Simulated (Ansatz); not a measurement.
**C wire along [100], 9 atoms a period, H-terminated: bands by functional**

Aim: is the C wire along [100], 9 atoms a period, H-terminated a metal or a semiconductor?

Program: Ansatz 0.2.0. Level of theory: DFT PBE, plane waves, PAW; relaxation of a wire's period; PAW set soft_1, in the first sound run; inputs show where later runs differ. Results are calculated unless marked as measured.

**1. The structure**

The cell holds 21 atoms: 9 C and 12 H. Cell: a = 11.663 Å, b = 11.663 Å, c = 3.570 Å, α = 90.0°, β = 90.0°, γ = 90.0°. Vacuum lies along a and b. The structure's axis is c.

**2. Relaxation of atoms and period**

Band widths follow the bond lengths, so the wire is relaxed first. The atoms and the third cell vector are free; the box across stays fixed as vacuum. A Fermi-Dirac smearing is set since the result may be a metal. The pressure printed is a third of the stress's trace over the whole box, vacuum included; only the stress along the axis is relaxed.

The input, input.yaml:

```yaml
crystal:
  lattice:
    - [11.663, 0.0, 0.0]
    - [0.0, 11.663, 0.0]
    - [0.0, 0.0, 3.57]
  atoms:
    - { symbol: C, position: [0.346963243, 0.500011344, 0.0] }
    - { symbol: C, position: [0.500011344, 0.346963243, 0.0] }
    - { symbol: C, position: [0.500011344, 0.653059445, 0.0] }
    - { symbol: C, position: [0.653059445, 0.500011344, 0.0] }
    - { symbol: H, position: [0.291520192, 0.444568293, 0.181129496] }
    - { symbol: H, position: [0.444568293, 0.291520192, 0.181129496] }
    - { symbol: H, position: [0.555454394, 0.708502495, 0.181129496] }
    - { symbol: H, position: [0.708502495, 0.555454394, 0.181129496] }
    - { symbol: C, position: [0.423487293, 0.576535394, 0.25] }
    - { symbol: C, position: [0.576535394, 0.423487293, 0.25] }
    - { symbol: H, position: [0.368044242, 0.631978445, 0.431129496] }
    - { symbol: H, position: [0.631978445, 0.368044242, 0.431129496] }
    - { symbol: C, position: [0.500011344, 0.500011344, 0.5] }
    - { symbol: H, position: [0.368044242, 0.368044242, 0.568870504] }
    - { symbol: H, position: [0.631978445, 0.631978445, 0.568870504] }
    - { symbol: C, position: [0.423487293, 0.423487293, 0.75] }
    - { symbol: C, position: [0.576535394, 0.576535394, 0.75] }
    - { symbol: H, position: [0.291520192, 0.555454394, 0.818870504] }
    - { symbol: H, position: [0.444568293, 0.708502495, 0.818870504] }
    - { symbol: H, position: [0.555454394, 0.291520192, 0.818870504] }
    - { symbol: H, position: [0.708502495, 0.444568293, 0.818870504] }
kpoints:
  mp_grid: { grid: [1, 1, 23] }
scf:
  occupations: { method: fermi_dirac, width: 0.05 }
hamiltonian:
  xc: pbe
  pseudopotentials: { kind: paw, azcp: { folder: soft_1 } }
relax:
  cell: { fix: [a, b, alpha, beta, gamma] }
  max_steps: 45
  f_tol: 0.03
```

The run is started by

```console
> ansatz run input.yaml --threads 4 --pin off --max-ram 16384MiB --backend cpu --events-out ev --progress --plain --runs-dir out
```

Numbers of over 12 decimals in the logs are rounded to 6 here.

The program printed:

```text
Engine: ansatz 0.2.0, aarch64-unknown-linux-gnu
Pseudopotentials: kind: paw
Pseudopotential: C, paw, valence charge 4, recommended cutoff 420 eV (normal), soft_1/C.paw.azcp
Pseudopotential: H, paw, valence charge 1, recommended cutoff 420 eV (normal), soft_1/H.paw.azcp
Functional definition: PBE
  parameter kappa = 0.804
  parameter beta = 0.066725
  exchange = pbe_x(kappa = kappa, mu = beta*pi^2/3)
  correlation = pbe_c(beta = beta)
Crystal: 21 atoms, lattice volume = 485.611 Å³
Basis set: ecut = 420 eV, 9451 PW (Γ), exchange–correlation on 160×160×48 points (8 copies of the dense FFT grid, shifted against one another)
Bands: 45, of which v1, the nominal top of the filled ones, is band 24 counted from 1 (23 counted from 0)
Symmetry: 8 space group operations
Space group: P-42m (ITA 111), of the structure as read, at distance tolerance 7.9e-5 Å
k-points: 12 of 23
Non-local potential: C, projectors of the file, l = 0: 2, l = 1: 2, l = 2: 1
Non-local potential: H, projectors of the file, l = 0: 2, l = 1: 1
PAW form: soft (Blöchl's): semilocal exchange-correlation on the pseudo side does not see the compensation charge
PAW one-centre angular grid: C, 110 points (default); XC on 64 Gauss nodes
PAW one-centre angular grid: H, 110 points (default); XC on 64 Gauss nodes
Initial density: superposition of atomic densities (neutral atoms: chi_scale 0, normalization atom)
Initial wavefunctions: pseudopotential atomic-orbital guess
Functional: x = pbe(κ = 0.804, μ = 0.219515), c = pbe(β = 0.066725)
SCF iter   1: F=—  HF=-2460.272956 eV  |F-HF|=—  |Δ(HF+E_count)|=         —  Δρ=6.89e-2  dr2=2.79e1  ethr=3.10e-3  ⟨swp⟩=8.8  Hψ=3103  notcnv=0  defer=41
preconditioner: auto → Resta (q_TF=auto, 1.855 Å⁻¹)  ε∞=1.5  [insulator: Δε(μ)=7.627 eV  Ē_g=16.833 eV  σ=0.050 eV  W_gap=1.00  n_scr=46 (ndim 8)  ℏωp=11.7 eV  f_vac=0.629  D(μ)=0.00/eV (n_scr^D=0)  ε∞_Penn≈1.5  vacuum switching on, ρ_ref=2.1e-2 e/Å³]
SCF iter   2: F=—  HF=-2451.591034 eV  |F-HF|=—  |Δ(HF+E_count)|=    8.68e0  Δρ=3.14e-2  dr2=3.01e0  ethr=3.10e-3  ⟨swp⟩=4.0  Hψ=1249  notcnv=0  defer=187
SCF iter   3: F=—  HF=-2450.806405 eV  |F-HF|=—  |Δ(HF+E_count)|=   7.85e-1  Δρ=1.08e-2  dr2=4.26e-1  ethr=3.10e-3  ⟨swp⟩=2.0  Hψ=654  notcnv=0  defer=187
SCF iter   4: F=—  HF=-2450.709443 eV  |F-HF|=—  |Δ(HF+E_count)|=   9.70e-2  Δρ=1.74e-3  dr2=1.72e-2  ethr=8.88e-4  ⟨swp⟩=4.0  Hψ=974  notcnv=0  defer=175
SCF iter   5: F=—  HF=-2450.707415 eV  |F-HF|=—  |Δ(HF+E_count)|=   2.03e-3  Δρ=5.80e-4  dr2=1.30e-3  ethr=3.58e-5  ⟨swp⟩=2.0  Hψ=653  notcnv=0  defer=175
SCF iter   6: F=—  HF=-2450.707664 eV  |F-HF|=—  |Δ(HF+E_count)|=   2.49e-4  Δρ=1.78e-4  dr2=6.80e-5  ethr=2.72e-6  ⟨swp⟩=2.1  Hψ=646  notcnv=0  defer=175
SCF iter   7: F=—  HF=-2450.707940 eV  |F-HF|=—  |Δ(HF+E_count)|=   2.76e-4  Δρ=4.26e-5  dr2=7.74e-6  ethr=1.42e-7  ⟨swp⟩=2.0  Hψ=753  notcnv=0  defer=175
SCF iter   8: F=—  HF=-2450.707940 eV  |F-HF|=—  |Δ(HF+E_count)|=   3.92e-7  Δρ=1.08e-5  dr2=5.13e-7  ethr=1.61e-8  ⟨swp⟩=2.0  Hψ=701  notcnv=0  defer=175
SCF iter   9: F=-2450.707940 eV  HF=-2450.707940 eV  |F-HF|=7.19e-9  |Δ(HF+E_count)|=   1.85e-7  Δρ=2.82e-6  dr2=2.63e-8  ethr=2.08e-10  ⟨swp⟩=5.0  Hψ=1637  notcnv=0
SCF 1 converged in 9 iterations: F = -2450.707940 eV  dr2 = 2.63e-8
  greatest PAW one-centre occupation: 0.648 electrons in one spin orbital (limit 2), on the C atom at site 3 (counted from 0), in its partial waves of l = 0
relax step   1: F+E_penalty+E_count = -2450.70794022 eV  Δ(F+E_penalty+E_count) = +0.000e0 eV  max|allowed force component| = 6.136e-1 eV/Å  Δτ_max = 0.0000 Å  P = -0.398 GPa  Ω = 485.611 Å³  fix = [a, b, alpha, beta, gamma]  reactions: a -0.988, b -0.988 GPa  (9 SCF iters, dr2 threshold 1.00e-7 eV, accepted)
Crystal: 21 atoms, lattice volume = 509.287 Å³
Basis set: ecut = 420 eV, 10037 PW (Γ), exchange–correlation on 160×160×48 points (8 copies of the dense FFT grid, shifted against one another)
Initial density: handed on by an earlier stage of this run
Initial wavefunctions: those handed on with the density
iter 1 solved again at ethr=5.31e-4 eV; its pass at ethr=3.10e-3 eV (dr2=2.55e-1 eV) is discarded
SCF iter   1: F=—  HF=-2451.045303 eV  |F-HF|=—  |Δ(HF+E_count)|=         —  Δρ=1.05e-2  dr2=2.58e-1  ethr=5.31e-4  ⟨swp⟩=5.0  Hψ=3119  notcnv=0
preconditioner: auto → Resta (q_TF=auto, 1.841 Å⁻¹)  ε∞=1.7  [insulator: Δε(μ)=4.270 eV  Ē_g=14.059 eV  σ=0.050 eV  W_gap=1.00  n_scr=46 (ndim 8)  ℏωp=11.4 eV  f_vac=0.699  D(μ)=0.00/eV (n_scr^D=0)  ε∞_Penn≈1.7  vacuum switching on, ρ_ref=1.4e-2 e/Å³]
SCF iter   2: F=—  HF=-2451.025928 eV  |F-HF|=—  |Δ(HF+E_count)|=   1.94e-2  Δρ=4.77e-3  dr2=4.37e-2  ethr=5.31e-4  ⟨swp⟩=2.8  Hψ=1017  notcnv=0  defer=12
SCF iter   3: F=—  HF=-2451.034167 eV  |F-HF|=—  |Δ(HF+E_count)|=   8.24e-3  Δρ=1.49e-3  dr2=5.67e-3  ethr=9.11e-5  ⟨swp⟩=3.3  Hψ=1035  notcnv=0  defer=24
SCF iter   4: F=—  HF=-2451.034941 eV  |F-HF|=—  |Δ(HF+E_count)|=   7.74e-4  Δρ=1.61e-4  dr2=1.09e-4  ethr=1.18e-5  ⟨swp⟩=2.1  Hψ=859  notcnv=0  defer=26
SCF iter   5: F=—  HF=-2451.035068 eV  |F-HF|=—  |Δ(HF+E_count)|=   1.27e-4  Δρ=6.55e-5  dr2=2.00e-5  ethr=2.26e-7  ⟨swp⟩=2.0  Hψ=776  notcnv=0  defer=26
SCF iter   6: F=-2451.035065 eV  HF=-2451.035064 eV  |F-HF|=3.37e-7  |Δ(HF+E_count)|=   3.50e-6  Δρ=1.44e-5  dr2=6.78e-7  ethr=4.38e-9  ⟨swp⟩=3.0  Hψ=1873  notcnv=0
SCF 2 converged in 6 iterations: F = -2451.035065 eV  dr2 = 6.78e-7
  greatest PAW one-centre occupation: 0.652 electrons in one spin orbital (limit 2), on the C atom at site 3 (counted from 0), in its partial waves of l = 0
relax step   2: F+E_penalty+E_count = -2451.03506484 eV  Δ(F+E_penalty+E_count) = -3.271e-1 eV  max|allowed force component| = 4.800e-1 eV/Å  Δτ_max = 0.1197 Å  P = -0.177 GPa  Ω = 509.287 Å³  energy of the carried Pulay correction = -1.404e-2 eV  fix = [a, b, alpha, beta, gamma]  reactions: a -0.133, b -0.133 GPa  (6 SCF iters, dr2 threshold 2.10e-6 eV, accepted)
Crystal: 21 atoms, lattice volume = 508.254 Å³
Basis set: ecut = 420 eV, 10021 PW (Γ), exchange–correlation on 160×160×48 points (8 copies of the dense FFT grid, shifted against one another)
iter 1 solved again at ethr=1.87e-5 eV; its pass at ethr=3.10e-3 eV (dr2=9.00e-3 eV) is discarded
SCF iter   1: F=—  HF=-2451.067152 eV  |F-HF|=—  |Δ(HF+E_count)|=         —  Δρ=1.75e-3  dr2=7.64e-3  ethr=1.87e-5  ⟨swp⟩=3.8  Hψ=2391  notcnv=0
preconditioner: auto → Resta (q_TF=auto, 1.841 Å⁻¹)  ε∞=1.7  [insulator: Δε(μ)=4.330 eV  Ē_g=14.099 eV  σ=0.050 eV  W_gap=1.00  n_scr=46 (ndim 8)  ℏωp=11.4 eV  f_vac=0.693  D(μ)=0.00/eV (n_scr^D=0)  ε∞_Penn≈1.7  vacuum switching on, ρ_ref=1.4e-2 e/Å³]
[...]
relax step   4: F+E_penalty+E_count = -2451.06720528 eV  Δ(F+E_penalty+E_count) = -8.744e-4 eV  max|allowed force component| = 2.464e-2 eV/Å  Δτ_max = 0.0021 Å  P = -0.030 GPa  Ω = 507.889 Å³  energy of the carried Pulay correction = -1.323e-2 eV  fix = [a, b, alpha, beta, gamma]  reactions: a -0.040, b -0.040 GPa  (4 SCF iters, dr2 threshold 2.43e-7 eV, accepted)
[...]
relax step   5: F+E_penalty+E_count = -2451.08780043 eV  Δ(F+E_penalty+E_count) = -2.060e-2 eV  max|allowed force component| = 2.329e-2 eV/Å  Δτ_max = 0.0000 Å  P = +0.024 GPa  Ω = 507.889 Å³  fix = [a, b, alpha, beta, gamma]  reactions: a -0.013, b -0.013 GPa  stress off target by 9.84e-2 GPa on what of the cell is left free  SCF on the basis re-selected at this cell (its energy is not comparable with the rows above)  (7 SCF iters)
[...]
relax step   6: F+E_penalty+E_count = -2451.08766363 eV  Δ(F+E_penalty+E_count) = +1.368e-4 eV  max|allowed force component| = 4.500e-3 eV/Å  Δτ_max = 0.0030 Å  P = +0.018 GPa  Ω = 508.780 Å³  energy of the carried Pulay correction = -5.690e-4 eV  fix = [a, b, alpha, beta, gamma]  reactions: a +0.011, b +0.011 GPa  (5 SCF iters, dr2 threshold 2.42e-8 eV, accepted)
Basis set: ecut = 420 eV, 10021 PW (Γ), exchange–correlation on 160×160×54 points (8 copies of the dense FFT grid, shifted against one another)
iter 1 solved again at ethr=4.11e-7 eV; its pass at ethr=3.10e-3 eV (dr2=1.97e-4 eV) is discarded
SCF iter   1: F=—  HF=-2451.085873 eV  |F-HF|=—  |Δ(HF+E_count)|=         —  Δρ=6.49e-5  dr2=5.63e-7  ethr=4.11e-7  ⟨swp⟩=5.4  Hψ=4862  notcnv=0
preconditioner: auto → Resta (q_TF=auto, 1.841 Å⁻¹)  ε∞=1.7  [insulator: Δε(μ)=4.302 eV  Ē_g=14.059 eV  σ=0.050 eV  W_gap=1.00  n_scr=46 (ndim 8)  ℏωp=11.4 eV  f_vac=0.693  D(μ)=0.00/eV (n_scr^D=0)  ε∞_Penn≈1.7  vacuum switching on, ρ_ref=1.4e-2 e/Å³]
SCF iter   2: F=—  HF=-2451.087415 eV  |F-HF|=—  |Δ(HF+E_count)|=   1.54e-3  Δρ=3.25e-5  dr2=1.52e-7  ethr=1.17e-9  ⟨swp⟩=2.9  Hψ=1042  notcnv=0  defer=5
SCF iter   3: F=—  HF=-2451.088124 eV  |F-HF|=—  |Δ(HF+E_count)|=   7.09e-4  Δρ=1.02e-5  dr2=1.95e-8  ethr=3.17e-10  ⟨swp⟩=3.8  Hψ=1198  notcnv=0  defer=5
SCF iter   4: F=—  HF=-2451.088278 eV  |F-HF|=—  |Δ(HF+E_count)|=   1.53e-4  Δρ=9.27e-7  dr2=2.40e-9  ethr=4.06e-11  ⟨swp⟩=3.4  Hψ=1177  notcnv=0  defer=5
SCF iter   5: F=—  HF=-2451.088280 eV  |F-HF|=—  |Δ(HF+E_count)|=   2.84e-6  Δρ=2.34e-7  dr2=2.70e-10  ethr=5.00e-12  ⟨swp⟩=2.8  Hψ=783  notcnv=0  defer=13
SCF iter   6: F=-2451.088281 eV  HF=-2451.088281 eV  |F-HF|=6.70e-10  |Δ(HF+E_count)|=   7.39e-8  Δρ=7.50e-8  dr2=2.86e-11  ethr=1.00e-12  ⟨swp⟩=5.0  Hψ=1586  notcnv=0
SCF 7 converged in 6 iterations: F = -2451.088281 eV  dr2 = 2.86e-11
relax step   7: F+E_penalty+E_count = -2451.08828052 eV  Δ(F+E_penalty+E_count) = -6.169e-4 eV  max|allowed force component| = 4.641e-3 eV/Å  Δτ_max = 0.0000 Å  P = +0.019 GPa  Ω = 508.780 Å³  fix = [a, b, alpha, beta, gamma]  reactions: a +0.011, b +0.011 GPa  stress off target by 3.49e-2 GPa on what of the cell is left free  SCF on the basis re-selected at this cell (its energy is not comparable with the rows above)  (6 SCF iters)
basis re-selected at this cell: Δ(F+E_penalty+E_count) = -6.169e-4 eV, ΔP = +0.001 GPa vs the last step (what re-selecting the basis moved, of the pressure what is left beyond the Pulay correction that the steps carried, after the strain that the cell walked since its last selection, with what the two solves' SCF thresholds leave and, on support functions, any second-order correction that the steps lacked; it is no measure of the basis error at this ecutwfc). The dense FFT grid was sized anew with the basis: this SCF ran on 80×80×27 points, the steps before it on 80×80×25, so part of this shift can come from that change (see relax.cell in the input reference). [rest of the remark cut]
SCF converged after 6 iterations
Free energy (F): -2451.088281 eV
Harris-Foulkes:  -2451.088281 eV  (|F-HF|=6.70e-10)
Internal energy: -2451.088281 eV  (E = F + TS)
E sigma→0 (E₀):  -2451.088281 eV
Fermi energy:    -1.308827 eV
--- Per-component energies (eV) ---
  E_band       = -457.544416
  E_kinetic    = 968.971231
  E_local      = -10546.714663  (includes V_loc(G=0)·N_el)
  E_nonlocal   = 214.434153
  E_hartree    = 4825.545320
  E_xc         = -534.812052
  E_vxc        = -665.511169  (∫ρ·V_xc dr)
  E_paw        = -908.047652  (= ΣΔE_a)
  E_vpaw       = -79.801669  (= ΣTr[D̂ρ^β])
  E_aug_tail   = -0.012825  (compensation charges beyond the density's cutoff)
  E_ewald      = 3529.548205
  E_smearing   = -0.000000  (= −TS)
  E_closure    = -0.000000  (closes the sum)
  Σ components = -2451.088281   (vs F -2451.088281, Δ=0.00e0)
--- Forces (eV/Å), atoms counted from 1 ---
  atom   1  C     -0.00464128     0.00000000     0.00000000
  atom   2  C      0.00000000    -0.00464128     0.00000000
  atom   3  C     -0.00000000     0.00464128    -0.00000000
  atom   4  C      0.00464128    -0.00000000    -0.00000000
  atom   5  H      0.00082489    -0.00395233     0.00252083
  atom   6  H     -0.00395233     0.00082489     0.00252083
  atom   7  H      0.00395233    -0.00082489     0.00252083
  atom   8  H     -0.00082489     0.00395233     0.00252083
  atom   9  C     -0.00095161     0.00095161    -0.00170524
  atom  10  C      0.00095161    -0.00095161    -0.00170524
  atom  11  H     -0.00294740     0.00294740     0.00320214
  atom  12  H      0.00294740    -0.00294740     0.00320214
  atom  13  C      0.00000000     0.00000000     0.00000000
  atom  14  H     -0.00294740    -0.00294740    -0.00320214
  atom  15  H      0.00294740     0.00294740    -0.00320214
  atom  16  C     -0.00095161    -0.00095161     0.00170524
  atom  17  C      0.00095161     0.00095161     0.00170524
  atom  18  H      0.00082489     0.00395233    -0.00252083
  atom  19  H     -0.00395233    -0.00082489    -0.00252083
  atom  20  H      0.00395233     0.00082489    -0.00252083
  atom  21  H     -0.00082489    -0.00395233    -0.00252083
  max |Σ_I F_I| component: 5.42e-19 eV/Å
--- Stress (GPa, compression-positive) ---
        0.010854      -0.000000      -0.000000
       -0.000000       0.010854      -0.000000
       -0.000000      -0.000000       0.034927
  P = ⅓ Tr σ = 0.0189 GPa (0.189 kbar)
--- Relaxed structure (5 steps of the walk, 5 accepted, 2 SCFs on fresh bases) ---
  F+E_penalty+E_count = -2451.08828052 eV   max|allowed force component| = 4.641e-3 eV/Å   (the final SCF, on the basis selected at the relaxed cell)
  cell:  # Å, volume = 508.7799 Å³
    - [11.663, 0, 0]
    - [0, 11.663, 0]
    - [0, 0, 3.740326]
  atoms:
    - { symbol: C, position: [0.349530, 0.500011, -1.1568655544655757e-18] }
    - { symbol: C, position: [0.500011, 0.349530, -9.241098949156151e-19] }
    - { symbol: C, position: [0.500011, 0.650493, -9.24109894915617e-19] }
    - { symbol: C, position: [0.650493, 0.500011, -6.913542353656565e-19] }
    - { symbol: H, position: [0.292534, 0.444678, 0.158616] }
    - { symbol: H, position: [0.444678, 0.292534, 0.158616] }
    - { symbol: H, position: [0.555345, 0.707489, 0.158616] }
    - { symbol: H, position: [0.707489, 0.555345, 0.158616] }
    - { symbol: C, position: [0.424844, 0.575179, 0.243926] }
    - { symbol: C, position: [0.575179, 0.424844, 0.243926] }
    - { symbol: H, position: [0.368565, 0.631457, 0.400834] }
    - { symbol: H, position: [0.631457, 0.368565, 0.400834] }
    - { symbol: C, position: [0.500011, 0.500011, 0.500000] }
    - { symbol: H, position: [0.368565, 0.368565, 0.599166] }
    - { symbol: H, position: [0.631457, 0.631457, 0.599166] }
    - { symbol: C, position: [0.424844, 0.424844, 0.756074] }
    - { symbol: C, position: [0.575179, 0.575179, 0.756074] }
    - { symbol: H, position: [0.292534, 0.555345, 0.841384] }
    - { symbol: H, position: [0.444678, 0.707489, 0.841384] }
    - { symbol: H, position: [0.555345, 0.292534, 0.841384] }
    - { symbol: H, position: [0.707489, 0.444678, 0.841384] }
```

Run time: 39 s. Hardware: 4 threads of Arm Neoverse V1, shared host; peak memory 0.88 GiB.

The steps of the relaxation:

```tsv
step	energy less that of the first step (eV)	largest force component (eV/Å)	pressure (GPa)	volume (Å³)
1	0.0000	0.6136	-0.40	485.61
2	-0.3271	0.4800	-0.18	509.29
3	-0.3584	0.0624	-0.05	508.25
4	-0.3593	0.0246	-0.03	507.89
5*	-0.3799	0.0233	0.02	507.89
6	-0.3797	0.0045	0.02	508.78
7*	-0.3803	0.0046	0.02	508.78
```

Relaxation steps marked * repeat the geometry before them on a plane-wave basis chosen anew for their cell, so energy and pressure can jump there.

The run keeps the 8 symmetry operations that it works with, so distortions that break them were not tested.

```tsv
cell as run	before	after	change
c (Å)	3.570	3.740	+4.8 %
```

The atoms that moved most (Å, along periodic axes as changes of fractional coordinates times the final cell, across vacuum about the mean position):

```tsv
atom	dx	dy	dz	length
H14	0.006	0.006	0.113	0.114
H12	-0.006	0.006	-0.113	0.114
H11	0.006	-0.006	-0.113	0.114
H15	-0.006	-0.006	0.113	0.114
H6	0.001	0.012	-0.084	0.085
H5	0.012	0.001	-0.084	0.085
H20	-0.001	0.012	0.084	0.085
H18	0.012	-0.001	0.084	0.085
```

Numbers from this step:

| Property | Result |
| --- | --- |
| cell length along the wire | 3.740 Å |

The cell's length comes to 3.740 Å with spin left out.

(Continued in part 2 of 2.)

[Logs are printed without paths, hosts, clocks, repeated set-up lines and the standing remarks that a program may print on its own settings, such as how far it seeks lower states.]

[Hosts, paths, dates, database ids (printed as entryN), source tags and the programs' standing remarks are cut or masked in the printed files.]
